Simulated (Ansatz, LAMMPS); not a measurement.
# Structural relaxation of a frame of liquid sulfolane from 320 K (165 atoms), part 2 of 3

Aim: bring a frame of liquid sulfolane from 320 K (165 atoms) to a nearby minimum of the energy and see what moves.

Ansatz 0.2.0; Kohn-Sham DFT, RPBE+D3(BJ), PAW (set soft_2), plane waves.

The cell: 22 O, 11 S, 44 C and 88 H. The network of contacts between molecules at the start is that of the classical potential that made the cell. Sampling is at Γ alone, for a cell whose shortest periodic width is 12 Å.

So far. Step 3 (Single point at the start): The r.m.s. force component of 0.93 eV/Å and the pressure of 2.9 GPa set the starting point.

### Step 4. Cell and atoms relaxed

The cell is relaxed with the atoms, since the starting lattice needn't suit this functional.

Contents of input.yaml:

```yaml
crystal:
  lattice:
    - [12.03236, 0.0, 0.0]
    - [0.0, 12.03236, 0.0]
    - [0.0, 0.0, 12.03236]
  atoms:
    [... the 165 atom lines of step 3 ...]
kpoints:
  mp_grid: { grid: [1, 1, 1] }
hamiltonian:
  xc: rpbe
  dispersion: d3bj
scf:
  occupations: { method: fermi_dirac, width: 0.05 }
output:
  forces: true
relax:
  f_tol: 0.05
  max_steps: 200
  cell: {}
```

Run with:

```sh
$ ansatz run input.yaml --threads 4 --pin off --max-ram 8192MiB --backend cpu --events-out ev --progress --plain --runs-dir out
```

Numbers of over 12 decimals in the logs are rounded to 6 here.

The program printed:

```text
[...]
Crystal: 165 atoms, lattice volume = 1742.017 Å³
Basis set: ecut = 420 eV, 34049 PW (Γ), exchange–correlation on 162×162×162 points (8 copies of the dense FFT grid, shifted against one another)
Bands: 396, of which v1, the nominal top of the filled ones, is band 231 counted from 1 (230 counted from 0)
Symmetry: 1 space group operations
[...]
k-points: 1
[...]
SCF iter   1: F=—  HF=-35014.258571 eV  |F-HF|=—  |Δ(HF+E_count)|=         —  Δρ=8.58e-3  dr2=1.45e0  ethr=1.77e-3  ⟨swp⟩=6.0  Hψ=1926  notcnv=0  defer=55
[...]
SCF iter  11: F=-35013.889771 eV  HF=-35013.889771 eV  |F-HF|=5.07e-8  |Δ(HF+E_count)|=   2.61e-8  Δρ=1.80e-6  dr2=5.29e-8  ethr=2.16e-11  ⟨swp⟩=4.0  Hψ=980  notcnv=0
SCF 1 converged in 11 iterations: F = -35013.889771 eV  dr2 = 5.29e-8
[...]
relax step   1: F+E_penalty+E_count = -35013.88977066 eV  Δ(F+E_penalty+E_count) = +0.000e0 eV  max|allowed force component| = 3.105e0 eV/Å  Δτ_max = 0.0000 Å  P = +2.908 GPa  Ω = 1742.017 Å³  (11 SCF iters, dr2 threshold 1.00e-7 eV, accepted)
[... from here on, the SCF cycles and remarks between the steps are left out ...]
relax step   2: F+E_penalty+E_count = -35019.83300363 eV  Δ(F+E_penalty+E_count) = -5.943e0 eV  max|allowed force component| = 1.436e0 eV/Å  Δτ_max = 0.1912 Å  P = +0.833 GPa  Ω = 1776.263 Å³  energy of the carried Pulay correction = -7.831e-2 eV  (8 SCF iters, dr2 threshold 1.65e-5 eV, accepted)
relax step   3: F+E_penalty+E_count = -35021.17033583 eV  Δ(F+E_penalty+E_count) = -1.337e0 eV  max|allowed force component| = 7.678e-1 eV/Å  Δτ_max = 0.1910 Å  P = -0.037 GPa  Ω = 1756.776 Å³  energy of the carried Pulay correction = -3.394e-2 eV  (8 SCF iters, dr2 threshold 1.65e-5 eV, accepted)
relax step   4: F+E_penalty+E_count = -35021.48000742 eV  Δ(F+E_penalty+E_count) = -3.097e-1 eV  max|allowed force component| = 4.453e-1 eV/Å  Δτ_max = 0.2000 Å  P = -0.063 GPa  Ω = 1742.023 Å³  energy of the carried Pulay correction = -1.348e-5 eV  (8 SCF iters, dr2 threshold 1.65e-5 eV, accepted)
relax step   5: F+E_penalty+E_count = -35021.69798347 eV  Δ(F+E_penalty+E_count) = -2.180e-1 eV  max|allowed force component| = 2.185e-1 eV/Å  Δτ_max = 0.1992 Å  P = -0.232 GPa  Ω = 1732.067 Å³  energy of the carried Pulay correction = +2.304e-2 eV  (8 SCF iters, dr2 threshold 1.24e-5 eV, accepted)
relax step   6: F+E_penalty+E_count = -35021.85865302 eV  Δ(F+E_penalty+E_count) = -1.607e-1 eV  max|allowed force component| = 3.172e-1 eV/Å  Δτ_max = 0.1931 Å  P = -0.326 GPa  Ω = 1715.467 Å³  energy of the carried Pulay correction = +6.178e-2 eV  (9 SCF iters, dr2 threshold 2.98e-6 eV, accepted)
relax step   7: F+E_penalty+E_count = -35021.98955656 eV  Δ(F+E_penalty+E_count) = -1.309e-1 eV  max|allowed force component| = 2.367e-1 eV/Å  Δτ_max = 0.1951 Å  P = -0.257 GPa  Ω = 1704.030 Å³  energy of the carried Pulay correction = +8.868e-2 eV  (8 SCF iters, dr2 threshold 6.29e-6 eV, accepted)
relax step   8: F+E_penalty+E_count = -35022.09845487 eV  Δ(F+E_penalty+E_count) = -1.089e-1 eV  max|allowed force component| = 1.578e-1 eV/Å  Δτ_max = 0.1949 Å  P = -0.091 GPa  Ω = 1693.578 Å³  energy of the carried Pulay correction = +1.134e-1 eV  (9 SCF iters, dr2 threshold 3.50e-6 eV, accepted)
relax step   9: F+E_penalty+E_count = -35022.17373531 eV  Δ(F+E_penalty+E_count) = -7.528e-2 eV  max|allowed force component| = 1.990e-1 eV/Å  Δτ_max = 0.1938 Å  P = -0.204 GPa  Ω = 1683.241 Å³  energy of the carried Pulay correction = +1.380e-1 eV  (9 SCF iters, dr2 threshold 1.56e-6 eV, accepted)
relax step  10: F+E_penalty+E_count = -35022.14645616 eV  Δ(F+E_penalty+E_count) = +2.728e-2 eV  max|allowed force component| = 4.300e-1 eV/Å  Δτ_max = 0.1351 Å  P = +0.642 GPa  Ω = 1684.772 Å³  energy of the carried Pulay correction = +1.344e-1 eV  (8 SCF iters, dr2 threshold 2.48e-6 eV, rejected (line search))
relax step  11: F+E_penalty+E_count = -35022.20812803 eV  Δ(F+E_penalty+E_count) = -3.439e-2 eV  max|allowed force component| = 8.171e-2 eV/Å  Δτ_max = 0.0659 Å  P = -0.049 GPa  Ω = 1682.603 Å³  energy of the carried Pulay correction = +1.396e-1 eV  (12 SCF iters, accepted)
relax step  12: F+E_penalty+E_count = -35022.22761936 eV  Δ(F+E_penalty+E_count) = -1.949e-2 eV  max|allowed force component| = 5.425e-2 eV/Å  Δτ_max = 0.0970 Å  P = +0.007 GPa  Ω = 1681.621 Å³  energy of the carried Pulay correction = +1.419e-1 eV  (8 SCF iters, dr2 threshold 4.17e-7 eV, accepted)
relax step  13: F+E_penalty+E_count = -35022.24205115 eV  Δ(F+E_penalty+E_count) = -1.443e-2 eV  max|allowed force component| = 9.849e-2 eV/Å  Δτ_max = 0.1268 Å  P = -0.038 GPa  Ω = 1680.485 Å³  energy of the carried Pulay correction = +1.446e-1 eV  (9 SCF iters, dr2 threshold 1.84e-7 eV, accepted)
relax step  14: F+E_penalty+E_count = -35022.24830056 eV  Δ(F+E_penalty+E_count) = -6.249e-3 eV  max|allowed force component| = 7.914e-2 eV/Å  Δτ_max = 0.1089 Å  P = -0.031 GPa  Ω = 1681.681 Å³  energy of the carried Pulay correction = +1.418e-1 eV  (8 SCF iters, dr2 threshold 6.06e-7 eV, accepted)
[...]
relax step  18: F+E_penalty+E_count = -35022.27276687 eV  Δ(F+E_penalty+E_count) = -1.103e-2 eV  max|allowed force component| = 1.568e-1 eV/Å  Δτ_max = 0.0952 Å  P = +0.072 GPa  Ω = 1678.086 Å³  energy of the carried Pulay correction = +1.504e-1 eV  (11 SCF iters, accepted)
relax step  19: F+E_penalty+E_count = -35022.27563797 eV  Δ(F+E_penalty+E_count) = -2.871e-3 eV  max|allowed force component| = 5.451e-2 eV/Å  Δτ_max = 0.0846 Å  P = -0.004 GPa  Ω = 1679.421 Å³  energy of the carried Pulay correction = +1.472e-1 eV  (8 SCF iters, dr2 threshold 1.54e-6 eV, accepted)
relax step  20: F+E_penalty+E_count = -35022.27319718 eV  Δ(F+E_penalty+E_count) = +2.441e-3 eV  max|allowed force component| = 8.436e-2 eV/Å  Δτ_max = 0.0841 Å  P = -0.062 GPa  Ω = 1681.126 Å³  energy of the carried Pulay correction = +1.431e-1 eV  (8 SCF iters, dr2 threshold 1.86e-7 eV, accepted)
relax step  21: F+E_penalty+E_count = -35022.27778692 eV  Δ(F+E_penalty+E_count) = -4.590e-3 eV  max|allowed force component| = 4.776e-2 eV/Å  Δτ_max = 0.0268 Å  P = -0.037 GPa  Ω = 1680.290 Å³  energy of the carried Pulay correction = +1.451e-1 eV  (8 SCF iters, dr2 threshold 4.45e-7 eV, accepted)
relax step  22: F+E_penalty+E_count = -35022.28497080 eV  Δ(F+E_penalty+E_count) = -7.184e-3 eV  max|allowed force component| = 5.554e-2 eV/Å  Δτ_max = 0.0969 Å  P = -0.017 GPa  Ω = 1678.873 Å³  energy of the carried Pulay correction = +1.485e-1 eV  (11 SCF iters, accepted)
relax step  23: F+E_penalty+E_count = -35022.29074491 eV  Δ(F+E_penalty+E_count) = -5.774e-3 eV  max|allowed force component| = 1.487e-1 eV/Å  Δτ_max = 0.1394 Å  P = -0.079 GPa  Ω = 1677.290 Å³  energy of the carried Pulay correction = +1.523e-1 eV  (9 SCF iters, dr2 threshold 1.93e-7 eV, accepted)
relax step  24: F+E_penalty+E_count = -35022.29172869 eV  Δ(F+E_penalty+E_count) = -9.838e-4 eV  max|allowed force component| = 5.196e-2 eV/Å  Δτ_max = 0.0496 Å  P = +0.029 GPa  Ω = 1677.858 Å³  energy of the carried Pulay correction = +1.509e-1 eV  (7 SCF iters, dr2 threshold 1.38e-6 eV, accepted)
relax step  25: F+E_penalty+E_count = -35022.29311252 eV  Δ(F+E_penalty+E_count) = -1.384e-3 eV  max|allowed force component| = 2.241e-2 eV/Å  Δτ_max = 0.0574 Å  P = -0.016 GPa  Ω = 1677.833 Å³  energy of the carried Pulay correction = +1.510e-1 eV  (8 SCF iters, dr2 threshold 1.69e-7 eV, accepted)
relax step  26: F+E_penalty+E_count = -35022.19499799 eV  Δ(F+E_penalty+E_count) = +9.811e-2 eV  max|allowed force component| = 2.218e-2 eV/Å  Δτ_max = 0.0000 Å  P = -0.096 GPa  Ω = 1677.833 Å³  stress off target by 1.77e-1 GPa  SCF on the basis re-selected at this cell (its energy is not comparable with the rows above)  (7 SCF iters)
relax step  27: F+E_penalty+E_count = -35022.25085542 eV  Δ(F+E_penalty+E_count) = -5.586e-2 eV  max|allowed force component| = 7.055e-2 eV/Å  Δτ_max = 0.0969 Å  P = -0.083 GPa  Ω = 1660.170 Å³  energy of the carried Pulay correction = +4.191e-2 eV  (9 SCF iters, dr2 threshold 7.80e-8 eV, accepted)
relax step  28: F+E_penalty+E_count = -35022.26746666 eV  Δ(F+E_penalty+E_count) = -1.661e-2 eV  max|allowed force component| = 1.342e-1 eV/Å  Δτ_max = 0.0761 Å  P = +0.080 GPa  Ω = 1654.536 Å³  energy of the carried Pulay correction = +5.464e-2 eV  (8 SCF iters, dr2 threshold 3.11e-7 eV, accepted)
relax step  29: F+E_penalty+E_count = -35022.26525121 eV  Δ(F+E_penalty+E_count) = +2.215e-3 eV  max|allowed force component| = 3.181e-2 eV/Å  Δτ_max = 0.0674 Å  P = -0.001 GPa  Ω = 1656.784 Å³  energy of the carried Pulay correction = +4.905e-2 eV  (8 SCF iters, dr2 threshold 1.13e-6 eV, accepted)
relax step  30: F+E_penalty+E_count = -35022.23037909 eV  Δ(F+E_penalty+E_count) = +3.487e-2 eV  max|allowed force component| = 3.164e-2 eV/Å  Δτ_max = 0.0000 Å  P = -0.024 GPa  Ω = 1656.784 Å³  stress off target by 4.81e-2 GPa  SCF on the basis re-selected at this cell (its energy is not comparable with the rows above)  (7 SCF iters)
[...]
SCF converged after 7 iterations
Free energy (F): -35022.230379 eV
[...]
Internal energy: -35022.230379 eV  (E = F + TS)
E sigma→0 (E₀):  -35022.230379 eV
Fermi energy:    2.673575 eV
[...]
--- Forces (eV/Å), atoms counted from 1 ---
  atom   1  O     -0.00786431    -0.00999678    -0.00815447
  atom   2  S      0.01132378    -0.01235988    -0.00642014
  atom   3  O      0.00741058     0.01514072     0.00924781
  atom   4  C     -0.00005523    -0.00162154     0.00343415
  atom   5  C      0.00123833     0.00031588    -0.00208652
  atom   6  C     -0.00418131     0.00186567    -0.00084423
  atom   7  C      0.00404630     0.00766079     0.00243060
  atom   8  H     -0.00029121     0.00295465     0.00067363
  atom   9  H      0.00114920    -0.00067087     0.00198893
  atom  10  H     -0.00258434     0.00074618     0.00001436
  atom  11  H     -0.00643098    -0.00275481     0.00103174
  atom  12  H      0.00076678    -0.00186224    -0.00180068
  atom  13  H      0.00040293     0.00064428     0.00048662
  atom  14  H      0.00069604    -0.00115098     0.00077711
[...]
atom 164  H     -0.00179840     0.00671048     0.00124802
  atom 165  H     -0.00007471     0.00417226     0.00261068
  max |Σ_I F_I| component: 7.26e-6 eV/Å
--- Stress (GPa, compression-positive) ---
       -0.022646      -0.031461      -0.006955
       -0.031461      -0.004917       0.012339
       -0.006956       0.012338      -0.042955
  P = ⅓ Tr σ = -0.0235 GPa (-0.235 kbar)
--- Relaxed structure (28 steps of the walk, 26 accepted, 2 SCFs on fresh bases) ---
  F+E_penalty+E_count = -35022.23037909 eV   max|allowed force component| = 3.164e-2 eV/Å   (the final SCF, on the basis selected at the relaxed cell)
  cell:  # Å, volume = 1656.7838 Å³
    - [11.933730, -0.454902, -0.076483]
    - [-0.454902, 11.911856, 0.127050]
    - [-0.076483, 0.127050, 11.673721]
  atoms:
    - { symbol: O, position: [0.976701, 0.538523, 0.670954] }
    - { symbol: S, position: [0.880087, 0.477473, 0.615928] }
    - { symbol: O, position: [0.898454, 0.371210, 0.559593] }
    - { symbol: C, position: [0.763198, 0.452065, 0.711984] }
[...]
- { symbol: H, position: [0.911977, 0.303951, 0.362671] }
```

It took 2.9 min on 4 threads of AMD EPYC 9R45, shared host; peak memory 2.3 GiB; 11 min of CPU time.

Relaxation path (22 of 30):

| step | energy less that of the first step (eV) | largest force component (eV/Å) | pressure (GPa) | volume (Å³) |
| --- | --- | --- | --- | --- |
| 1 | 0.0000 | 3.1052 | 2.91 | 1742.02 |
| 2 | -5.9432 | 1.4360 | 0.83 | 1776.26 |
| 4 | -7.5902 | 0.4453 | -0.06 | 1742.02 |
| 5 | -7.8082 | 0.2185 | -0.23 | 1732.07 |
| 7 | -8.0998 | 0.2367 | -0.26 | 1704.03 |
| 8 | -8.2087 | 0.1578 | -0.09 | 1693.58 |
| 9 | -8.2840 | 0.1990 | -0.20 | 1683.24 |
| 11 | -8.3184 | 0.0817 | -0.05 | 1682.60 |
| 12 | -8.3378 | 0.0542 | 0.01 | 1681.62 |
| 13 | -8.3523 | 0.0985 | -0.04 | 1680.49 |
| 15 | -8.3667 | 0.0725 | -0.04 | 1681.06 |
| 16 | -8.3720 | 0.0589 | 0.01 | 1682.04 |
| 18 | -8.3830 | 0.1568 | 0.07 | 1678.09 |
| 19 | -8.3859 | 0.0545 | 0.00 | 1679.42 |
| 20 | -8.3834 | 0.0844 | -0.06 | 1681.13 |
| 22 | -8.3952 | 0.0555 | -0.02 | 1678.87 |
| 23 | -8.4010 | 0.1487 | -0.08 | 1677.29 |
| 24 | -8.4020 | 0.0520 | 0.03 | 1677.86 |
| 26* | -8.3052 | 0.0222 | -0.10 | 1677.83 |
| 27 | -8.3611 | 0.0705 | -0.08 | 1660.17 |
| 29 | -8.3755 | 0.0318 | 0.00 | 1656.78 |
| 30* | -8.3406 | 0.0316 | -0.02 | 1656.78 |

Relaxation steps marked * repeat the geometry before them on a plane-wave basis chosen anew for their cell, so energy and pressure can jump there. Other such steps can lie between the rows shown. Relaxation steps 10, 17 were tried and not accepted.

```csv
cell as run,before,after,change
a (Å),12.032,11.943,-0.7 %
b (Å),12.032,11.921,-0.9 %
c (Å),12.032,11.675,-3.0 %
α (°),90.00,88.75,-1.4 %
β (°),90.00,90.77,+0.9 %
γ (°),90.00,94.37,+4.9 %
volume (Å³/atom),10.56,10.04,-4.9 %
```

The atoms that moved most (Å, as changes of fractional coordinates times the final cell):

| atom | dx | dy | dz | length |
| --- | --- | --- | --- | --- |
| O151 | -1.415 | -0.223 | 0.519 | 1.524 |
| H158 | 0.125 | -0.321 | 1.445 | 1.486 |
| O153 | -0.579 | -0.291 | 1.277 | 1.432 |
| H161 | 1.098 | -0.082 | 0.831 | 1.379 |
| H104 | 0.096 | 0.473 | 1.227 | 1.318 |
| H100 | -0.379 | -0.527 | 1.126 | 1.300 |
| O31 | -1.147 | -0.574 | -0.198 | 1.298 |
| O106 | -0.087 | -0.857 | -0.768 | 1.154 |

The relaxation changed the energy by -50.5 meV/atom, and atoms moved by 0.70 Å r.m.s., 1.5 Å at most.

### Step 5. Structure statistics after relaxation

Bonds before and after, by the cutoffs listed below:

| pair | bonds before | bonds after | mean before (Å) | mean after (Å) | spread before (Å) | spread after (Å) |
| --- | --- | --- | --- | --- | --- | --- |
| H-C | 88 | 88 | 1.101 | 1.094 | 0.027 | 0.002 |
| C-C | 33 | 33 | 1.507 | 1.532 | 0.030 | 0.006 |
| C-S | 22 | 22 | 1.766 | 1.810 | 0.034 | 0.007 |
| O-S | 22 | 22 | 1.454 | 1.468 | 0.021 | 0.002 |

Density 1.32 g/cm³, 10.04 Å³ an atom.

Pair distribution functions g(r), in bins of 0.2 Å:

```
r (Å)  total   H-H    H-C   H-O   H-S   C-C   C-O
 1.00   3.69  0.00  12.95  0.00  0.00  0.00  0.00
 1.20   0.00  0.00   0.00  0.00  0.00  0.00  0.00
 1.40   0.49  0.00   0.00  0.00  0.00  0.00  0.00
 1.60   0.69  0.00   0.00  0.00  0.00  9.65  0.00
 1.80   0.99  2.36   0.00  0.00  0.00  0.00  0.00
 2.00   0.00  0.00   0.00  0.00  0.00  0.00  0.00
 2.20   1.42  0.24   4.70  0.07  0.00  0.00  0.00
 2.40   1.28  2.16   0.00  0.88  5.32  2.27  0.00
 2.60   1.29  1.64   0.05  2.38  0.00  0.69  2.67
 2.80   1.15  1.26   1.01  2.45  0.25  0.55  1.47
 3.00   0.67  1.13   0.44  0.75  1.51  0.00  0.07
 3.20   0.76  0.48   1.17  1.19  0.66  0.00  0.99
 3.40   0.99  0.47   1.37  1.38  1.11  0.00  2.64
 3.60   1.04  0.75   0.98  1.17  2.42  0.36  2.06
 3.80   0.95  1.26   0.54  0.77  1.03  0.67  2.04
 4.00   0.87  0.90   0.73  1.00  0.95  1.07  0.89
 4.20   0.86  0.94   0.66  1.21  0.90  0.58  0.69
 4.40   1.01  1.07   0.95  1.25  0.77  0.63  0.84
 4.60   0.97  0.89   0.96  1.27  0.97  0.84  0.74
 4.80   0.92  0.82   0.90  0.85  0.77  1.09  1.13
 5.00   0.97  1.01   0.96  0.98  1.20  1.20  0.58
 5.20   0.98  0.91   0.98  0.96  0.96  1.40  1.04
 5.40   1.08  1.08   1.15  0.81  0.92  1.04  1.14
 5.60   1.03  0.98   1.03  0.91  1.03  1.24  0.99
```

Bonds by pair of elements; cutoffs follow the first minimum of g(r), held within bounds set by covalent radii, and pairs that aren't listed don't count as bonded:

```
pair A-B  cutoff (Å)  bonds  mean length (Å)  spread (Å)  shortest (Å)  B about A  A about B
     H-C        1.34     88             1.09       0.002          1.09          1          2
     C-C        1.85     33             1.53       0.006          1.52        1.5        1.5
     C-S        2.21     22             1.81       0.007          1.80        0.5          2
     O-S        1.88     22             1.47       0.002          1.46          1          2
```

How many atoms have how many bonded neighbours:

| element | mean | 1 | 4 |
| --- | --- | --- | --- |
| C | 4 | 0 | 44 |
| H | 1 | 88 | 0 |
| O | 1 | 22 | 0 |
| S | 4 | 0 | 11 |

Bond angles, per cent of each kind in bins of 5°:

| angle (°) | C-C-H | H-C-H | H-C-S | C-S-O | C-C-C |
| --- | --- | --- | --- | --- | --- |
| 100–105 | 0.0 | 0.0 | 2.3 | 0.0 | 0.0 |
| 105–110 | 18.2 | 61.4 | 97.7 | 47.7 | 100.0 |
| 110–115 | 69.7 | 38.6 | 0.0 | 52.3 | 0.0 |
| 115–120 | 12.1 | 0.0 | 0.0 | 0.0 | 0.0 |

Bond angles (no mean is given where the spread exceeds 20°):

| angle | count | mean (°) | spread (°) |
| --- | --- | --- | --- |
| C-C-H | 132 | 112 | 2.1 |
| H-C-H | 44 | 109 | 1.4 |
| H-C-S | 44 | 107 | 0.9 |
| C-S-O | 44 | 110 | 1.2 |
| C-C-C | 22 | 106 | 1.1 |

Rings of the network by King's shortest-path rule, up to 12 atoms, one path for each pair of neighbours; H, halogens, alkali and alkaline-earth atoms are left out, and the last column divides by all other atoms, bonded or not:

```csv
ring size (atoms),rings,per network atom
5,11,0.143
```

By these cutoffs all C atoms have 4, all H atoms have 1, all O atoms have 1 and all S atoms have 4 bonded neighbours. The C-C-H angle averages 112° with a spread of 2°. All rings counted have 5 atoms.

(Continued in part 3 of 3.)

[Logs are printed without paths, hosts, clocks, repeated set-up lines and the standing remarks that a program may print on its own settings, such as how far it seeks lower states.]

[Hosts, paths, dates, database ids (printed as entryN), source tags and the programs' standing remarks are cut or masked in the printed files.]
